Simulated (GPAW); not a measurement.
# How all numerical settings together moves the magnetism of MnF2

Two starts of MnF2 are run at each rung of all numerical settings together. Which rung is enough?

Main program and level: GPAW 26.7.0; PBE with U = 5 eV on Mn d; plane waves with GPAW's PAW setups, scalar-relativistic.

**1. The starting structure**

It takes space group P4_2/mnm (No. 136, tetragonal). The conventional cell has a = 4.874 Å, b = 4.874 Å, c = 3.311 Å, α = 90.00°, β = 90.00°, γ = 90.00°. Nearest to Mn lie 6 F at 2.10 to 2.13 Å. Nearest to F lie 3 Mn at 2.10 to 2.13 Å. Farther neighbours and most contacts between anions are not listed.

**2. Rung 1 (280 eV, mesh 2×2×4), start ferro ++**

Several settings change at once from rung to rung, from a quick look to a careful run; the headings and inputs name them.

The input, order1.py:

```python
import json
import numpy as np
from ase import Atoms
from ase.parallel import paropen, parprint
from gpaw import GPAW

atoms = Atoms(['Mn', 'Mn', 'F', 'F', 'F', 'F'],
    cell=[[4.8738, 0.0, 0.0],
         [0.0, 4.8738, 0.0],
         [0.0, 0.0, 3.3107]],
    scaled_positions=[[0.0, 0.0, 0.0],
         [0.5, 0.5, 0.5],
         [0.3053, 0.3053, 0.0],
         [0.1947, 0.8053, 0.5],
         [0.6947, 0.6947, 0.0],
         [0.8053, 0.1947, 0.5]],
    pbc=True,
    magmoms=[4.5, 4.5, 0.0, 0.0, 0.0, 0.0])
atoms.calc = GPAW(mode={'name': 'pw', 'ecut': 280},
    xc='PBE',
    kpts={'size': (2, 2, 4), 'gamma': True},
    occupations={'name': 'fermi-dirac', 'width': 0.2},
    convergence={'density': 1e-06, 'energy': 1e-05},
    maxiter=200,
    setups={'Mn': ':d,5.0'},
    symmetry={'tolerance': 1e-4},
    txt='order1.txt')
e = atoms.get_potential_energy(force_consistent=True)
res = {'free_energy': e, 'energy_sigma0': atoms.get_potential_energy(), 'fermi_energy': atoms.calc.get_fermi_level()}
res['moments'] = atoms.get_magnetic_moments().tolist()
res['total'] = atoms.get_magnetic_moment()
parprint('site moments (muB):', np.round(res['moments'], 3))
parprint(f"total moment: {res['total']:.3f} muB")
parprint(f'free energy: {e:.6f} eV')
atoms.calc.write('order1.gpw')
with paropen('results.json', 'w') as f:
    json.dump(res, f)
```

Run with:

```sh
> OMP_NUM_THREADS=1 mpirun -n 2 gpaw python order1.py > order1.log
```

Numbers of over 12 decimals in the logs are rounded to 6 here.

The log of the run:

```text
site moments (muB): [4.596 4.596 0.052 0.052 0.052 0.052]
total moment: 10.000 muB
free energy: 1.956021 eV

--- order1.txt ---
Input parameters:
  mode=PW(ecut=280),
  convergence={'density': 1e-06, 'energy': 1e-05},
  kpts=MonkhorstPack(size=(2, 2, 4), gamma=True),
  maxiter=200,
  occupations=Occupations(name='fermi-dirac', width=0.2),
  setups={'Mn': ':d,5.0'},
  symmetry=Symmetry(tolerance=0.0001),
  xc=XC(name='PBE')

Diagonalizing LCAO Hamiltonian
Converting LCAO to pw mode
    .-----------.
   /|           |
  / |           |
 *  | F         |
 |  .----MnF----.
 | /       F   /
 |/   F       /
 Mn----------*

Atoms  # Å, Bohr magnetons
|   | symbol |        x |        y |        z |    initial magnetic moments |
|---|--------|----------|----------|----------|-----------------------------|
| 0 |     Mn | 0.000000 | 0.000000 | 0.000000 | ( 0.0000,  0.0000,  4.5000) |
| 1 |     Mn | 2.436900 | 2.436900 | 1.655350 | ( 0.0000,  0.0000,  4.5000) |
| 2 |      F | 1.487971 | 1.487971 | 0.000000 | ( 0.0000,  0.0000,  0.0000) |
| 3 |      F | 0.948929 | 3.924871 | 1.655350 | ( 0.0000,  0.0000,  0.0000) |
| 4 |      F | 3.385829 | 3.385829 | 0.000000 | ( 0.0000,  0.0000,  0.0000) |
| 5 |      F | 3.924871 | 0.948929 | 1.655350 | ( 0.0000,  0.0000,  0.0000) |

Unit cell  # Å
| periodic |        x |        y |        z |  lengths |    angles |
|----------|----------|----------|----------|----------|-----------|
|      yes | 4.873800 | 0.000000 | 0.000000 | 4.873800 | 90.000000 |
|      yes | 0.000000 | 4.873800 | 0.000000 | 4.873800 | 90.000000 |
|      yes | 0.000000 | 0.000000 | 3.310700 | 3.310700 | 90.000000 |

Number of symmetries: 8

BZ-sampling:
  Number of BZ points: 16
  Number of IBZ points: 9

  Monkhorst-Pack size: [2, 2, 4]
  Monkhorst-Pack shift: [0.25, 0.25, 0.125]

Plane wave coefficients: 852
Cutoff: 280.0 eV

Spin-components: 2 (collinear spins)
Bands:           42
Projectors:      32
Spin-degeneracy: 1
Datatype:        complex128

Parallelization:
  kpt:    2
  domain: 1
  band:   1

Density:
  Valence electrons: 58.0
  Components: 2
  Grid points: [20 20 14]
  Charge: 0.0  # |e|

Potential:
  Grid points: [20 20 14]

[... setups left out ...]
Reference energy: -73884.499286  # eV

eigensolver:
  PPCG
  Converge bands: occupied
  niter=2

density mixing:
  MSR1-Mixer
  Pratt-step length: 0.05
  Maximum mixing coefficient: 0.75
  Old densities: 10
  SVD Regularization: 0.005
  Good broyden scale: 1.0
  Trust region scale: 1.0
  Backstep threshold: 4.0
  History deletion threshold: 6.0
  Fourier metric: weight=20.0, sigma=0.015

occupation numbers:
  Fermi-Dirac:
    width: 0.2000  # eV

poisson solver:
  ecut: 2240.0  # eV

xc functional:
  name: PBE with 2 nearest neighbor stencil

convergence criteria:
- Maximum integral of absolute [dens]ity change: 1e-06 electrons / valence electron
- Maximum [total energy] change in last 3 cyles: 1e-05 eV / valence electron
- Maximum integral of absolute [eigenst]ate change: 4e-08 eV^2 / valence electron
maximum number of iterations: 200

SCF iterations
|iter     |      energy | eigst |  dens |  magmom |
|---------|-------------|-------|-------|---------|
|iter:   1|       0s |    0.892098 | -0.11 |       |  +9.0042|
|iter:   2|       0s |    1.084162 | -2.38 | -0.91 |  +9.0540|
|iter:   3|       1s |    1.960837 | -1.63 | -0.94 |  +9.7179|
|iter:   4|       2s |    1.953001 | -2.46 | -1.51 |  +9.9452|
|iter:   5|       2s |    1.957620 | -3.30 | -2.19 |  +9.9836|
|iter:   6|       3s |    1.956821 | -4.50 | -2.64 |  +9.9976|
|iter:   7|       3s |    1.956772 | -5.74 | -3.31 |  +9.9996|
|iter:   8|       4s |    1.956769c| -6.72 | -3.85 | +10.0000|
|iter:   9|       4s |    1.956768c| -7.17 | -4.17 | +10.0001|
|iter:  10|       5s |    1.956767c| -7.86c| -4.82 | +10.0000|
|iter:  11|       5s |    1.956767c| -8.71c| -5.30 | +10.0000|
|iter:  12|       5s |    1.956767c| -9.12c| -5.98 | +10.0000|
|iter:  13|       6s |    1.956767c| -9.69c| -6.62c| +10.0000|

Converged in 13 steps
Energy contributions relative to reference atoms: (reference = -73884.499286)

Energy contributions:
  Kinetic:         -96.473907
  Coulomb:         136.338548
  Zero:              1.707017
  External:          0.000000
  Xc:              -39.614144
  Entropy:          -0.001493
  Spinorbit:         0.000000
  ----------------------------
  Free energy:       1.956021
  Extrapolated:      1.956767

dipole moment: (-10.493368, -10.493368, -27.707804)  # |e|*Ang

Total magnetic moment: (0.000000, 0.000000, 9.999986)

Local magnetic moments
|        x |        y |        z |
|----------|----------|----------|
| 0.000000 | 0.000000 | 4.595681 |  # Mn   0
| 0.000000 | 0.000000 | 4.595682 |  # Mn   1
| 0.000000 | 0.000000 | 0.052166 |  # F    2
| 0.000000 | 0.000000 | 0.052166 |  # F    3
| 0.000000 | 0.000000 | 0.052166 |  # F    4
| 0.000000 | 0.000000 | 0.052166 |  # F    5

Fermi level: 3.935
Eigenvalues  # (at kpt = [0.000, 0.000, 0.000])
| band index |      eig [eV] | occ [0-1] |      eig [eV] | occ [0-1] |
|------------|---------------|-----------|---------------|-----------|
|          0 |       -76.576 |     1.000 |       -71.324 |     1.000 |
|        ... |               |           |               |           |
|         21 |        -0.552 |     1.000 |        -0.191 |     1.000 |
|         22 |        -0.455 |     1.000 |        -0.191 |     1.000 |
|         23 |        -0.396 |     1.000 |         0.227 |     1.000 |
|         24 |        -0.387 |     1.000 |         5.763 |     0.000 |
|         25 |        -0.387 |     1.000 |         8.293 |     0.000 |
|         26 |        -0.292 |     1.000 |         8.918 |     0.000 |
|         27 |        -0.292 |     1.000 |         9.197 |     0.000 |
|         28 |         0.109 |     1.000 |         9.291 |     0.000 |
|         29 |         0.140 |     1.000 |         9.291 |     0.000 |
|         30 |         0.759 |     1.000 |         9.372 |     0.000 |
|         31 |         2.179 |     1.000 |         9.380 |     0.000 |
|         32 |         2.179 |     1.000 |        10.527 |     0.000 |
|         33 |         2.899 |     0.994 |        10.527 |     0.000 |
|         34 |         4.878 |     0.009 |        11.043 |     0.000 |
|         35 |        10.487 |     0.000 |        11.305 |     0.000 |
|         36 |        10.487 |     0.000 |        11.305 |     0.000 |
|        ... |               |           |               |           |
|         41 |        16.415 |     0.000 |        19.230 |     0.000 |

Gap: 1.979 eV
Transition (v -> c):
  (s=0, k=0, n=33, [0.00, 0.00, 0.00]) -> (s=0, k=0, n=34, [0.00, 0.00, 0.00])
No difference between direct/indirect transitions
```

Run time: 9.2 s. Hardware: 2 MPI ranks of Arm Neoverse V2, shared host; peak memory 0.35 GiB; 18 s of CPU time.

Spin moment in the augmentation sphere by atom:

| atom | spin moment in the augmentation sphere (μB) |
| --- | --- |
| Mn1 | 4.60 |
| Mn2 | 4.60 |
| F3 | 0.05 |
| F4 | 0.05 |
| F5 | 0.05 |
| F6 | 0.05 |

This step gave:

| Item | Value |
| --- | --- |
| magnetization | 10.000 μB |
| final state | ferromagnetic |

After 13 cycles the largest moment stands at 4.60 μB.

**3. Rung 1 (280 eV, mesh 2×2×4), start antiferro +-**

The second start gives the energy difference between the two end states, the quantity that is followed up the ladder.

order2.py is the script of step 2 with these lines changed:

```diff
@@ -17,3 +17,3 @@
     pbc=True,
-    magmoms=[4.5, 4.5, 0.0, 0.0, 0.0, 0.0])
+    magmoms=[4.5, -4.5, 0.0, 0.0, 0.0, 0.0])
 atoms.calc = GPAW(mode={'name': 'pw', 'ecut': 280},
@@ -26,3 +26,3 @@
     symmetry={'tolerance': 1e-4},
-    txt='order1.txt')
+    txt='order2.txt')
 e = atoms.get_potential_energy(force_consistent=True)
@@ -34,3 +34,3 @@
 parprint(f'free energy: {e:.6f} eV')
-atoms.calc.write('order1.gpw')
+atoms.calc.write('order2.gpw')
 with paropen('results.json', 'w') as f:
```

Run with:

```sh
> OMP_NUM_THREADS=1 mpirun -n 2 gpaw python order2.py > order2.log
```

The log of the run:

```text
site moments (muB): [ 4.576 -4.576 -0.015  0.015 -0.015  0.015]
total moment: 0.000 muB
free energy: 1.921477 eV

--- order2.txt ---
Input parameters:
  mode=PW(ecut=280),
  convergence={'density': 1e-06, 'energy': 1e-05},
  kpts=MonkhorstPack(size=(2, 2, 4), gamma=True),
  maxiter=200,
  occupations=Occupations(name='fermi-dirac', width=0.2),
  setups={'Mn': ':d,5.0'},
  symmetry=Symmetry(tolerance=0.0001),
  xc=XC(name='PBE')

Diagonalizing LCAO Hamiltonian
Converting LCAO to pw mode
    .-----------.
   /|           |
  / |           |
 *  | F         |
 |  .----MnF----.
 | /       F   /
 |/   F       /
 Mn----------*

Atoms  # Å, Bohr magnetons
|   | symbol |        x |        y |        z |    initial magnetic moments |
|---|--------|----------|----------|----------|-----------------------------|
| 0 |     Mn | 0.000000 | 0.000000 | 0.000000 | ( 0.0000,  0.0000,  4.5000) |
| 1 |     Mn | 2.436900 | 2.436900 | 1.655350 | ( 0.0000,  0.0000, -4.5000) |
| 2 |      F | 1.487971 | 1.487971 | 0.000000 | ( 0.0000,  0.0000,  0.0000) |
| 3 |      F | 0.948929 | 3.924871 | 1.655350 | ( 0.0000,  0.0000,  0.0000) |
| 4 |      F | 3.385829 | 3.385829 | 0.000000 | ( 0.0000,  0.0000,  0.0000) |
| 5 |      F | 3.924871 | 0.948929 | 1.655350 | ( 0.0000,  0.0000,  0.0000) |

Number of symmetries: 8

BZ-sampling:
  Number of BZ points: 16
  Number of IBZ points: 9

  Monkhorst-Pack size: [2, 2, 4]
  Monkhorst-Pack shift: [0.25, 0.25, 0.125]

Plane wave coefficients: 852
Cutoff: 280.0 eV

Spin-components: 2 (collinear spins)
Bands:           39
Projectors:      32
Spin-degeneracy: 1
Datatype:        complex128

[...]
Energy contributions:
  Kinetic:         -97.137502
  Coulomb:         136.821655
  Zero:              1.707645
  External:          0.000000
  Xc:              -39.470001
  Entropy:          -0.000320
  Spinorbit:         0.000000
  ----------------------------
  Free energy:       1.921477
  Extrapolated:      1.921637

dipole moment: (-10.490713, -10.490713, -27.706687)  # |e|*Ang

Total magnetic moment: (0.000000, 0.000000, 0.000000)

Local magnetic moments
|        x |        y |         z |
|----------|----------|-----------|
| 0.000000 | 0.000000 |  4.576330 |  # Mn   0
| 0.000000 | 0.000000 | -4.576330 |  # Mn   1
| 0.000000 | 0.000000 | -0.015454 |  # F    2
| 0.000000 | 0.000000 |  0.015454 |  # F    3
| 0.000000 | 0.000000 | -0.015454 |  # F    4
| 0.000000 | 0.000000 |  0.015454 |  # F    5

Fermi level: 3.849
Eigenvalues  # (at kpt = [0.000, 0.000, 0.000])
| band index |      eig [eV] | occ [0-1] |      eig [eV] | occ [0-1] |
|------------|---------------|-----------|---------------|-----------|
|          0 |       -76.557 |     1.000 |       -76.557 |     1.000 |
|        ... |               |           |               |           |
|         21 |        -0.252 |     1.000 |        -0.252 |     1.000 |
|         22 |        -0.244 |     1.000 |        -0.244 |     1.000 |
|         23 |        -0.220 |     1.000 |        -0.220 |     1.000 |
|         24 |         0.043 |     1.000 |         0.043 |     1.000 |
[...]
|         34 |        10.353 |     0.000 |        10.353 |     0.000 |
|         35 |        10.658 |     0.000 |        10.658 |     0.000 |
|         36 |        11.079 |     0.000 |        11.079 |     0.000 |
|        ... |               |           |               |           |
|         38 |        14.119 |     0.000 |        14.119 |     0.000 |

Gap: 3.299 eV
Transition (v -> c):
  (s=1, k=0, n=28, [0.00, 0.00, 0.00]) -> (s=1, k=0, n=29, [0.00, 0.00, 0.00])
No difference between direct/indirect transitions

[key lines of the parts left out:]
Converged in 12 steps
```

Wall time 8.2 s (2 MPI ranks); peak memory 0.35 GiB; 16 s of CPU time.

Spin moment in the augmentation sphere by atom:

| atom | spin moment in the augmentation sphere (μB) |
| --- | --- |
| Mn1 | 4.58 |
| Mn2 | -4.58 |
| F3 | -0.02 |
| F4 | 0.02 |
| F5 | -0.02 |
| F6 | 0.02 |

Numbers from this step:

| Quantity | Value |
| --- | --- |
| magnetization | 0 μB |
| final state | antiferromagnetic |

This start lies -17.3 meV a seeded atom from the first; its largest moment is 4.58 μB.

**4. Rung 2 (380 eV, mesh 4×4×4), start ferro ++**

order1.py is the script of step 2 with these lines changed:

```diff
@@ -18,6 +18,6 @@
     magmoms=[4.5, 4.5, 0.0, 0.0, 0.0, 0.0])
-atoms.calc = GPAW(mode={'name': 'pw', 'ecut': 280},
+atoms.calc = GPAW(mode={'name': 'pw', 'ecut': 380},
     xc='PBE',
-    kpts={'size': (2, 2, 4), 'gamma': True},
-    occupations={'name': 'fermi-dirac', 'width': 0.2},
+    kpts={'size': (4, 4, 4), 'gamma': True},
+    occupations={'name': 'fermi-dirac', 'width': 0.15},
     convergence={'density': 1e-06, 'energy': 1e-05},
```

Run with:

```sh
> OMP_NUM_THREADS=1 mpirun -n 2 gpaw python order1.py > order1.log
```

The log of the run:

```text
site moments (muB): [4.608 4.608 0.053 0.052 0.053 0.052]
total moment: 10.000 muB
free energy: -33.726254 eV

--- order1.txt ---
Input parameters:
  mode=PW(ecut=380),
  convergence={'density': 1e-06, 'energy': 1e-05},
  kpts=MonkhorstPack(size=(4, 4, 4), gamma=True),
  maxiter=200,
  occupations=Occupations(name='fermi-dirac', width=0.15),
  setups={'Mn': ':d,5.0'},
  symmetry=Symmetry(tolerance=0.0001),
[...]
|         35 |        10.562 |     0.000 |        11.375 |     0.000 |
|         36 |        10.571 |     0.000 |        11.407 |     0.000 |
|        ... |               |           |               |           |
|         41 |        18.832 |     0.000 |        19.834 |     0.000 |

Gap: 2.722 eV
Transition (v -> c):
  (s=0, k=0, n=33, [0.00, 0.00, 0.00]) -> (s=0, k=0, n=34, [0.00, 0.00, 0.00])
No difference between direct/indirect transitions

[key lines of the parts left out:]
Free energy:     -33.726254
Converged in 12 steps
dipole moment: (-10.496441, -10.496441, -27.089032)  # |e|*Ang
Fermi level: 3.908
```

Elapsed: 23 s, on 2 MPI ranks; peak memory 0.39 GiB.

This step gave:

* magnetization: 10.000 μB
* final state: ferromagnetic
* largest moment: 4.608 μB

The largest moment moves by +0.01 μB from rung 1, at 2.5 times its CPU time.

**5. Rung 2 (380 eV, mesh 4×4×4), start antiferro +-**

order2.py is the script of step 3 with these lines changed:

```diff
@@ -18,6 +18,6 @@
     magmoms=[4.5, -4.5, 0.0, 0.0, 0.0, 0.0])
-atoms.calc = GPAW(mode={'name': 'pw', 'ecut': 280},
+atoms.calc = GPAW(mode={'name': 'pw', 'ecut': 380},
     xc='PBE',
-    kpts={'size': (2, 2, 4), 'gamma': True},
-    occupations={'name': 'fermi-dirac', 'width': 0.2},
+    kpts={'size': (4, 4, 4), 'gamma': True},
+    occupations={'name': 'fermi-dirac', 'width': 0.15},
     convergence={'density': 1e-06, 'energy': 1e-05},
```

Run with:

```sh
> OMP_NUM_THREADS=1 mpirun -n 2 gpaw python order2.py > order2.log
```

The log of the run:

```text
site moments (muB): [ 4.592 -4.592 -0.017  0.016 -0.017  0.016]
total moment: 0.000 muB
free energy: -33.756777 eV

--- order2.txt ---
Input parameters:
  mode=PW(ecut=380),
  convergence={'density': 1e-06, 'energy': 1e-05},
  kpts=MonkhorstPack(size=(4, 4, 4), gamma=True),
  maxiter=200,
  occupations=Occupations(name='fermi-dirac', width=0.15),
  setups={'Mn': ':d,5.0'},
  symmetry=Symmetry(tolerance=0.0001),
[...]
|         35 |        10.718 |     0.000 |        10.727 |     0.000 |
|         36 |        11.161 |     0.000 |        11.192 |     0.000 |
|        ... |               |           |               |           |
|         38 |        17.110 |     0.000 |        16.804 |     0.000 |

Gap: 3.847 eV
Transition (v -> c):
  (s=0, k=12, n=28, [0.50, 0.00, 0.00]) -> (s=0, k=0, n=29, [0.00, 0.00, 0.00])
Direct/indirect transitions are different
Direct gap: 3.883 eV
Transition at: (s=0, k=0, n=28, [0.00, 0.00, 0.00])

[key lines of the parts left out:]
Free energy:     -33.756777
Converged in 12 steps
dipole moment: (-10.494439, -10.494439, -27.088428)  # |e|*Ang
Fermi level: 3.887
```

Wall time 21 s (2 MPI ranks); peak memory 0.39 GiB.

This step gave:

| Property | Result |
| --- | --- |
| magnetization | 0 μB |
| final state | antiferromagnetic |
| largest moment | 4.592 μB |

This start lies -15.3 meV a seeded atom from the first, a change of +2.0 meV since rung 1; its largest moment is 4.59 μB.

**6. Rung 3 (500 eV, mesh 6×6×6), start ferro ++**

order1.py is the script of step 4 with these lines changed:

```diff
@@ -18,6 +18,6 @@
     magmoms=[4.5, 4.5, 0.0, 0.0, 0.0, 0.0])
-atoms.calc = GPAW(mode={'name': 'pw', 'ecut': 380},
+atoms.calc = GPAW(mode={'name': 'pw', 'ecut': 500},
     xc='PBE',
-    kpts={'size': (4, 4, 4), 'gamma': True},
-    occupations={'name': 'fermi-dirac', 'width': 0.15},
+    kpts={'size': (6, 6, 6), 'gamma': True},
+    occupations={'name': 'fermi-dirac', 'width': 0.1},
     convergence={'density': 1e-06, 'energy': 1e-05},
```

Run with:

```sh
> OMP_NUM_THREADS=1 mpirun -n 2 gpaw python order1.py > order1.log
```

The log of the run:

```text
site moments (muB): [4.609 4.609 0.053 0.053 0.053 0.053]
total moment: 10.000 muB
free energy: -39.890294 eV

--- order1.txt ---
Input parameters:
  mode=PW(ecut=500),
  convergence={'density': 1e-06, 'energy': 1e-05},
  kpts=MonkhorstPack(size=(6, 6, 6), gamma=True),
  maxiter=200,
  occupations=Occupations(name='fermi-dirac', width=0.1),
  setups={'Mn': ':d,5.0'},
  symmetry=Symmetry(tolerance=0.0001),
[...]
|         35 |        10.583 |     0.000 |        11.448 |     0.000 |
|         36 |        10.584 |     0.000 |        11.451 |     0.000 |
|        ... |               |           |               |           |
|         41 |        18.856 |     0.000 |        19.848 |     0.000 |

Gap: 2.808 eV
Transition (v -> c):
  (s=0, k=0, n=33, [0.00, 0.00, 0.00]) -> (s=0, k=0, n=34, [0.00, 0.00, 0.00])
No difference between direct/indirect transitions

[key lines of the parts left out:]
Free energy:     -39.890294
Converged in 13 steps
dipole moment: (-10.495945, -10.495945, -26.903504)  # |e|*Ang
Fermi level: 3.909
```

Run time: 90 s. Hardware: 2 MPI ranks; peak memory 0.54 GiB; 3 min of CPU time.

Read from the output:

| Quantity | Value |
| --- | --- |
| magnetization | 10.000 μB |
| final state | ferromagnetic |
| largest moment | 4.609 μB |

The largest moment is that of rung 2, at 4.0 times its CPU time.

(Part 1 of 2 ends here.)

[Logs and program files are shortened in this print: banners, set-up blocks, solver, clock and traceback lines can be left out without a mark of their own.]

[Logs are printed without paths, hosts, clocks, repeated set-up lines and the standing remarks that a program may print on its own settings, such as how far it seeks lower states.]

[Hosts, paths, dates, database ids (printed as entryN), source tags and the programs' standing remarks are cut or masked in the printed files.]

[Where a cell is said to come from a database of computed structures, the database is the Materials Project.]
